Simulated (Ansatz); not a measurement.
## GaN (P6_3mc): the gap up the ladder of methods

Aim: the gap of GaN (P6_3mc) at several levels of theory on one structure, with the time that each takes.

Method: density functionals, hybrids and G0W0, plane waves, PAW, in Ansatz 0.2.0.

Report form: the programs' logs are mostly left out.

The database entry behind the starting cell has ideal inner coordinates that were not refined, so it need not match the best structure at ambient conditions.

### 1. The structure

Symmetry: P6_3mc, No. 186, hexagonal system. Conventional cell: a = 3.190 Å, b = 3.190 Å, c = 5.189 Å, α = 90.00°, β = 90.00°, γ = 120.00°. Nearest to Ga lie 4 N at 1.95 Å. Nearest to N lie 4 Ga at 1.95 Å. Farther neighbours and most contacts between anions are not listed.

The cell and positions come from the Crystallography Open Database and are kept as given unless a step says otherwise.

The logs state that the PAW files were generated under PBE.

### 2. PBE on the 12×12×4 mesh

Levels along a band path and on the mesh show where this functional puts the band edges.

This step: DFT, PBE, plane waves, PAW; PAW set soft_1.

The input, input.yaml:

```yaml
crystal:
  lattice:
    - [3.19, 0.0, 0.0]
    - [-1.595, 2.7626210381, 0.0]
    - [0.0, 0.0, 5.189]
  atoms:
    - { symbol: Ga, position: [0.6666666667, 0.3333333333, 0.0] }
    - { symbol: Ga, position: [0.3333333333, 0.6666666667, 0.5] }
    - { symbol: "N", position: [0.6666666667, 0.3333333333, 0.375] }
    - { symbol: "N", position: [0.3333333333, 0.6666666667, 0.875] }
kpoints:
  mp_grid: { grid: [12, 12, 4] }
  band_path:
    path:
      - [[0.0, 0.0, 0.0], [0.5, 0.0, 0.0], [0.33333333, 0.33333333, 0.0], [0.0, 0.0, 0.0], [0.0, 0.0, 0.5], [0.5, 0.0, 0.5], [0.33333333, 0.33333333, 0.5], [0.0, 0.0, 0.5]]
      - [[0.5, 0.0, 0.5], [0.5, 0.0, 0.0]]
      - [[0.33333333, 0.33333333, 0.5], [0.33333333, 0.33333333, 0.0]]
    npoints: 10
hamiltonian:
  xc: pbe
  pseudopotentials: { kind: paw, azcp: { folder: soft_1 } }
scf:
  occupations: { method: fermi_dirac, width: 0.02 }
  n_extra_bands: 5
output:
  eigenvalues: true
  write_density: true
  write_potential: true
  elf: true
  volumetric_format: npy
```

Started as:

```sh
> ansatz run input.yaml --threads 3 --pin off --max-ram 92160MiB --backend cuda --events-out ev --progress --plain --runs-dir out --devices 1 --max-vram 13GiB
```

It took 7.5 s on 1 × NVIDIA H100 80GB HBM3 (shared by 6 runs) with 3 threads of AMD EPYC 7R13 (Zen 3), shared host; peak memory 0.91 GiB.

This step gave:

```yaml
filled_bands: 18
gap: 1.891 eV
valence_top_at: Γ
conduction_bottom_at: Γ
least_direct_gap: 1.891 eV
```

Over mesh and path the gap is 1.891 eV, direct, at k = Γ.

### 3. PBE+SOC on the 12×12×4 mesh

This run has two-component orbitals with spin-orbit coupling.

This step: DFT, PBE with spin-orbit coupling, plane waves, PAW; PAW set soft_1.

The input, input.yaml:

```yaml
crystal:
  lattice:
    - [3.19, 0.0, 0.0]
    - [-1.595, 2.7626210381, 0.0]
    - [0.0, 0.0, 5.189]
  atoms:
    - { symbol: Ga, position: [0.6666666667, 0.3333333333, 0.0] }
    - { symbol: Ga, position: [0.3333333333, 0.6666666667, 0.5] }
    - { symbol: "N", position: [0.6666666667, 0.3333333333, 0.375] }
    - { symbol: "N", position: [0.3333333333, 0.6666666667, 0.875] }
kpoints:
  mp_grid: { grid: [12, 12, 4] }
  band_path:
    path:
      - [0.0, 0.0, 0.0]
      - [0.5, 0.0, 0.0]
      - [0.33333333, 0.33333333, 0.0]
      - [0.0, 0.0, 0.5]
      - [0.5, 0.0, 0.5]
      - [0.33333333, 0.33333333, 0.5]
    npoints: 1
hamiltonian:
  xc: pbe
  pseudopotentials: { kind: paw_fr, azcp: { folder: soft_1 } }
scf:
  occupations: { method: fixed }
  n_extra_bands: 10
magnetization:
  noncollinear: true
  spin_orbit: true
output:
  eigenvalues: true
```

Wall time 6.6 s (1 × NVIDIA H100 80GB HBM3 (shared by 6 runs) with 3 threads); peak memory 0.93 GiB; 12 s of CPU time.

Numbers from this step:

```yaml
gap: 1.888 eV
valence_top_at: Γ
conduction_bottom_at: Γ
least_direct_gap: 1.888 eV
```

Over mesh and listed points the gap is 1.888 eV, direct, at k = Γ. PBE+SOC against PBE: 1.888 − 1.891 = −0.003 eV, with the same mesh, set of files (read in its fully relativistic form for the spin-orbit run) and cutoff, and both edges at the same k points. The spin-orbit run sees mesh and listed points alone, so its gap is an upper bound: the coupling can move an edge off these points, the more so as this crystal has no centre of inversion, and the change over the zone, its sign included where it is small, is not known.

### 4. HSE06 on the 6×6×4 mesh

HSE06 mixes in a quarter of exact exchange at short range.

This step: DFT, HSE06, plane waves, PAW; PAW set soft_1.

input.yaml, the sections that differ from step 3:

```yaml
kpoints:
  mp_grid: { grid: [6, 6, 4] }
  band_path:
    path:
      - [0.0, 0.0, 0.0]
      - [0.5, 0.0, 0.0]
      - [0.33333333, 0.33333333, 0.0]
      - [0.0, 0.0, 0.5]
      - [0.5, 0.0, 0.5]
      - [0.33333333, 0.33333333, 0.5]
    npoints: 1
hamiltonian:
  xc: hse06
  pseudopotentials: { kind: paw, azcp: { folder: soft_1 } }
scf:
  occupations: { method: fixed }
  n_extra_bands: 5
# crystal, output: as in step 3
# magnetization: removed
```

Elapsed: 19 s, on 1 × NVIDIA H100 80GB HBM3 (shared by 6 runs) with 3 threads; peak memory 1.4 GiB.

Numbers from this step:

```
gap                     : 3.149 eV
valence top at          : Γ
conduction bottom at    : Γ
least direct gap        : 3.149 eV
exact-exchange fraction : 0.25
```

Over mesh and listed points the gap is 3.149 eV, direct, at k = Γ. HSE06 against PBE: 3.149 − 1.891 = +1.258 eV. The runs also differ in mesh (12×12×4 and 6×6×4), so how much of this comes from the functional alone is not known.

### 5. HSE06+SOC on the 6×6×4 mesh

This step: DFT, HSE06 with spin-orbit coupling, plane waves, PAW; PAW set soft_1.

input.yaml, as its differences from that of step 4:

```diff
@@ -23,7 +23,14 @@
   xc: hse06
-  pseudopotentials: { kind: paw, azcp: { folder: soft_1 } }
+  pseudopotentials: { kind: paw_fr, azcp: { folder: soft_1 } }
 scf:
   occupations: { method: fixed }
-  n_extra_bands: 5
+  n_extra_bands: 10
+magnetization:
+  noncollinear: true
+  spin_orbit: true
 output:
   eigenvalues: true
+  write_density: true
+  write_potential: true
+  elf: true
+  volumetric_format: npy
```

Elapsed: 72 s, on 1 × NVIDIA H100 80GB HBM3 (shared by 6 runs) with 3 threads; peak memory 2 GiB.

This step gave:

```
gap                     : 3.142 eV
valence top at          : Γ
conduction bottom at    : Γ
least direct gap        : 3.142 eV
exact-exchange fraction : 0.25
```

Over mesh and listed points the gap is 3.142 eV, direct, at k = Γ. HSE06+SOC against HSE06: 3.142 − 3.149 = −0.007 eV, with the same mesh, set of files (read in its fully relativistic form for the spin-orbit run) and cutoff, and both edges at the same k points. The spin-orbit run sees mesh and listed points alone, so its gap is an upper bound: the coupling can move an edge off these points, the more so as this crystal has no centre of inversion, and the change over the zone, its sign included where it is small, is not known.

### 6. G0W0@PBE, 12×12×6 mesh, 190 empty bands, screening to 150 eV, hard PAW files

G0W0 replaces the xc potential by a self-energy built once from the orbitals of the start. Levels are corrected in the window of bands that the input names, at points of the mesh.

This step: G0W0 on PBE, plane waves, PAW.

The input, input.yaml:

```yaml
crystal:
  lattice:
    - [3.19, 0.0, 0.0]
    - [-1.595, 2.7626210381, 0.0]
    - [0.0, 0.0, 5.189]
  atoms:
    - { symbol: Ga, position: [0.6666666667, 0.3333333333, 0.0] }
    - { symbol: Ga, position: [0.3333333333, 0.6666666667, 0.5] }
    - { symbol: "N", position: [0.6666666667, 0.3333333333, 0.375] }
    - { symbol: "N", position: [0.3333333333, 0.6666666667, 0.875] }
kpoints:
  mp_grid: { grid: [12, 12, 6] }
hamiltonian:
  xc: pbe
  pseudopotentials: { kind: paw, source: ansatz }
scf:
  occupations: { method: fixed }
gw:
  n_empty_bands: 190
  ecut_chi: 150
  qp_bands: [v2, c2]
  qp_kpoints: band_edges
  screening: { model: contour_deformation }
```

Run time: 6.8 min. Hardware: 1 × NVIDIA H100 80GB HBM3 (shared by 6 runs) with 3 threads; peak memory 3 GiB; 12 min of CPU time.

Numbers from this step:

```
bands summed                                    : 216
RPA ε∞ on this mesh (eigenvalues)               : 5.519, 5.519, 5.692
plane waves in the screening matrix             : 197
G0W0 gap over the corrected points              : 3.044 eV
k of the valence top                            : 0, 0, 0
k of the conduction bottom                      : 0, 0, 0
starting gap on the mesh                        : 1.906 eV
Z at the valence top                            : 0.7738
Z at the conduction bottom                      : 0.8099
least direct G0W0 gap over the corrected points : 3.044 eV
```

Over 27 of 76 irreducible mesh points the G0W0 gap is 3.044 eV, direct, at k = Γ. The PBE gap of this run on the mesh is 1.906 eV. The two states that bound the G0W0 gap lie that far apart at the start, so the correction of the gap is 3.044 − 1.906 = +1.138 eV.

### 7. All levels together

Each gap is the least one over the points named; times are wall times on shared hosts, not benchmarks. A G0W0 time includes the run's own self-consistent start. Runs with listed points see these and the mesh alone, so an edge that moves elsewhere is missed.

```tsv
level	mesh	files, cutoff	bands summed, screening	points	gap (eV)	valence top	conduction bottom	least direct gap (eV)	time
PBE	12×12×4	soft_1 PAW, 420 eV	-	mesh and path	1.891	Γ	Γ	1.891	7.5 s
PBE+SOC	12×12×4	soft_1 PAW, 420 eV	-	mesh and listed points	1.888	Γ	Γ	1.888	6.6 s
HSE06	6×6×4	soft_1 PAW, 420 eV	-	mesh and listed points	3.149	Γ	Γ	3.149	19 s
HSE06+SOC	6×6×4	soft_1 PAW, 420 eV	-	mesh and listed points	3.142	Γ	Γ	3.142	72 s
G0W0@PBE	12×12×6	hard PAW, 1020 eV	216, 150 eV	27 of 76 irreducible mesh points	3.044	Γ	Γ	3.044	6.8 min
```

### 8. What came out

| Quantity | Value |
| --- | --- |
| PBE, over mesh and path | 1.891 eV |
| PBE+SOC, over mesh and listed points | 1.888 eV |
| HSE06, over mesh and listed points | 3.149 eV |
| HSE06+SOC, over mesh and listed points | 3.142 eV |
| G0W0@PBE, over 27 of 76 irreducible mesh points | 3.044 eV |
| known limits | finite bands, screening cutoff and k mesh; no spin-orbit coupling in G0W0; d shells not analysed |

What this shows: The rows run from 1.888 eV (PBE+SOC) to 3.149 eV (HSE06). They differ in mesh, files, plane-wave cutoff and the points over which the gap was sought as well as in level, so only pairs that share these are like for like. PBE+SOC against PBE: 1.888 − 1.891 = −0.003 eV, with the same mesh, set of files (read in its fully relativistic form for the spin-orbit run) and cutoff, and both edges at the same k points. The spin-orbit run sees mesh and listed points alone, so its gap is an upper bound: the coupling can move an edge off these points, the more so as this crystal has no centre of inversion, and the change over the zone, its sign included where it is small, is not known. HSE06+SOC against HSE06: 3.142 − 3.149 = −0.007 eV, with the same mesh, set of files (read in its fully relativistic form for the spin-orbit run) and cutoff, and both edges at the same k points. The spin-orbit run sees mesh and listed points alone, so its gap is an upper bound: the coupling can move an edge off these points, the more so as this crystal has no centre of inversion, and the change over the zone, its sign included where it is small, is not known. G0W0@PBE moves the gap of its own start on the mesh by 3.044 − 1.906 = +1.138 eV, between the same two levels. Both edges that PBE shows over mesh and path lie at k points where levels were corrected. Levels at other points were not corrected, so a lower G0W0 gap elsewhere in the zone is not ruled out. What spin-orbit coupling does to the G0W0 levels was not computed, so no sum with the G0W0 gap is formed. For G0W0@PBE: no second run with other bands and screening cutoff is shown, so the distance to the basis limit is not known. The G0W0 runs are scalar-relativistic. One-shot GW is known to converge slowly in bands for compounds with shallow d shells. The cell holds Ga; the filling of the d shell and its place against the gap were not analysed here. No pair of G0W0 runs that differ in the mesh alone is shown (12×12×6 is a supercell whose nearest images lie 31 Å apart), so the error from the mesh is not known here. G0W0 is shown with one set of atomic data (hard PAW), so the error from the files is not known here. Failed or unusable runs of this series, left out of the table: G0W0@HSE06 (12×12×6 mesh, hard PAW files, 1020 eV, 410 empty bands) reached its time limit after 17 min; G0W0@PBE0 (12×12×6 mesh, hard PAW files, 1020 eV, 410 empty bands) reached its time limit after 13 min.

[Paths, hosts, dates, memory and timing lines, banners, echoed tables and standing remarks are left out of the program output.]

[Logs are printed without paths, hosts, clocks, repeated set-up lines and the standing remarks that a program may print on its own settings, such as how far it seeks lower states.]

[Runs of the session that timed out or met a known fault of the program may be left out.]

[Cells called generated may have been cut or substituted from an entry of the Crystallography Open Database or the Materials Project.]

[Hosts, paths, dates, database ids (printed as entryN), source tags and the programs' standing remarks are cut or masked in the printed files.]

[Where an RPA ε∞ is given, it is that of the G0W0 mesh and is not shown converged in it. Names of k-points follow the symmetry that the program found, which can be lower than the space group named. Band edges on a path are those of the sampled points; other points can move an edge, and change direct to indirect where valleys lie close.]

[Hybrid gaps are those of their k-mesh and are not shown converged in it.]
